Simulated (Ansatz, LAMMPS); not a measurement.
# Static equation of state of amorphous Ge (61 atoms)

Density of this cell: 5.08 g/cm³. The cell holds 61 atoms: 61 Ge. Its edges and angles: a = 10.257 Å, b = 12.272 Å, c = 11.518 Å, α = 89.8°, β = 92.8°, γ = 90.6°. The starting structure: 61 atoms (61 Ge) placed at random at 5.68 g/cm³, melted at 3500 K for 10 ps at fixed volume with the Tersoff potential (Tersoff, Phys. Rev. B 39, 5566 (1989)). Quenched from 3500 K to 100 K at 5 K/ps and fixed volume, held 5 ps, then minimised at fixed cell.

Calculated with Ansatz 0.2.0: Kohn-Sham DFT, PBE, PAW (set soft_1), plane waves; cutoff 420 eV, Γ point, gaussian smearing of 0.025 eV. Cell and atoms were relaxed first, to V0 = 23.736 Å³ an atom at a residual P0 = -0.020 GPa. The cell was then scaled evenly, and the atoms were relaxed at each volume.

| volume (Å³/atom) | pressure (GPa) |
| --- | --- |
| 21.363 | ? |
| 22.312 | 2.950 |
| 23.024 | 1.416 |
| 24.449 | -1.313 |
| 25.161 | -2.037 |

**Question.** Fit the third-order Birch–Murnaghan equation to the rows given and extrapolate to the withheld row.

Worked fit:

Take the Eulerian strain f = ½[(V0/V)^(2/3) − 1] and the normalised pressure F = (P − P0) / [3f(1 + 2f)^(5/2)]. The third-order Birch–Murnaghan equation is then the line F = B0 + (3/2)B0(B′ − 4) f, so u = f and v = F.

| u = f | v = F (GPa) |
| --- | --- |
| 0.0210565 | 42.3983 |
| 0.0102569 | 44.3425 |
| -0.00975630 | 46.4301 |
| -0.0190503 | 38.8967 |

With n = 4: mean u = 6.2672e-4, mean v = 43.0169, Σ(u − ū)² = 0.0010051, Σ(u − ū)(v − v̄) = 0.045761. Slope b = 0.045761 / 0.0010051 = 45.528; intercept a = v̄ − b ū = 42.988.

So B0 = a = 43.0 GPa and B′ = 4 + 2b/(3a) = 4.71. At the withheld volume f = 0.03638, F = a + b f = 44.64 GPa, and P = P0 + 3f(1 + 2f)^(5/2) F.

Prediction at 21.363: 5.789 GPa. The run gave 4.930 GPa, so the fit is high by 0.86 GPa (17 % of the value).

The series isn't one smooth equation of state: even a line fitted to all rows, the withheld one included, misses F by up to 11.3 %, the count of bonds changes along the series and an atom moves over 0.5 Å in some relaxation. B0 and B′ are then only the numbers of this fit, not moduli of the material. Among the rows given, the largest miss of the fit is at 25.161, by 0.17 GPa (2.4 % of the range of the table).

Limits: Static cells at zero temperature; the cell shape is held. The program notes that the SCF threshold of these relaxations is loose for the stress. The quench rate of 5 K/ps is many orders above laboratory rates, so the cell is likely richer in defects and strain than a real sample. The network of bonds at the start is that of the classical potential that made the cell, and needn't be the one that DFT or experiment would give. Only the Γ point is sampled, in a cell whose shortest periodic width is 10 Å.

[Hosts, paths, dates, database ids (printed as entryN), source tags and the programs' standing remarks are cut or masked in the printed files.]
